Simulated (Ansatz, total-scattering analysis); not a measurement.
## hydrogen peroxide: neutron weights and totals by hand

A simulated model of hydrogen peroxide at 310 K, fixed volume (mean pressure 1.0 GPa), from ab initio molecular dynamics with Ansatz (revPBE-D3(BJ), plane waves, PAW default files, Langevin thermostat, no spin, fixed volume, H with the mass of D). The average runs over 0.78 ps of 88 atoms, so shells between rare elements are rough. Mean temperature 312 K, largest m.s.d. 0.69 Å², energy drift -1 meV an atom (last third less first, no steady trend), Langevin friction 10 ps⁻¹; the first quarter of the run is discarded. Start: last frame of a classical run of this cell at the same density and temperature. So short a stretch relaxes bonds and nearest shells but still remembers its start. It is a liquid that moves slowly on the time of the run as far as so short a run tells. Atom fractions O 0.5000, H 0.5000; masses O 15.999, H 1.008 u; density 1.4400 g/cm³; coherent lengths O 5.8037, H 6.6681 fm (H as D). Faber–Ziman partials at a few Q:

| Q (Å⁻¹) | S O–O | S O–H | S H–H |
| --- | --- | --- | --- |
| 2.00 | 2.176 | 2.257 | 0.516 |
| 4.10 | 0.875 | 0.987 | 0.818 |
| 7.60 | 0.868 | 1.391 | 0.950 |

The pair function g(OO), r in Å, every 0.06 Å up to its first minimum: 1.35 0.03, 1.41 2.61, 1.47 6.99, 1.53 2.43, 1.59 0.17, 1.65 0.01.

**Tasks.** (a) The number density. (b) The neutron weights. (c) The neutron S(Q) at the listed Q. (d) The Bhatia–Thornton terms S_NN and S_CC there. (e) The number of O around O.

(a) The mean mass is 0.5000×15.999 + 0.5000×1.008 = 8.504 u, so ρ₀ = 1.4400/(8.504 × 1.66054) = 0.10198 Å⁻³.

(b) ⟨b⟩ = 0.5000×5.8037 + 0.5000×6.6681 = 6.236 fm. The weight of a pair is ci cj bi bj (2 − δij)/⟨b⟩²: O–O 0.217, O–H 0.498, H–H 0.286; they sum to 1.000.

(c) S = 1 + Σ w (Sij − 1). At 2.00 Å⁻¹: 1 + 0.255 + 0.625 − 0.138 = 1.742; O–H pushes up most; H–H pulls down most. At 4.10 Å⁻¹: 1 − 0.027 − 0.006 − 0.052 = 0.915; H–H pulls down most. At 7.60 Å⁻¹: 1 − 0.029 + 0.195 − 0.014 = 1.152; O–H pushes up most; O–O pulls down most.

(d) S_NN = c₁²S₁₁ + c₂²S₂₂ + 2c₁c₂S₁₂ and S_CC = c₁c₂[1 + c₁c₂(S₁₁ + S₂₂ − 2S₁₂)], with 1 = O: 2.00 Å⁻¹: S_NN = 1.80, S_CC/(c₁c₂) = 0.54; 4.10 Å⁻¹: S_NN = 0.92, S_CC/(c₁c₂) = 0.93; 7.60 Å⁻¹: S_NN = 1.15, S_CC/(c₁c₂) = 0.76. A random mixture has S_CC/(c₁c₂) = 1; a value well above it means concentration waves of period 2π/Q: alternation near the main peak or below it, clustering toward Q = 0.

(e) n = 4πρ₀ c(O) Σ r² g Δr. The sum Σ r² g over the listed points is 26.5 Å², so n = 4π × 0.10198 × 0.5000 × 26.5 × 0.06 = 1.02; counting pairs in the frames up to 1.88 Å gives 1.00; the coarse grid and the factor (N − 1)/N for like atoms account for the difference.
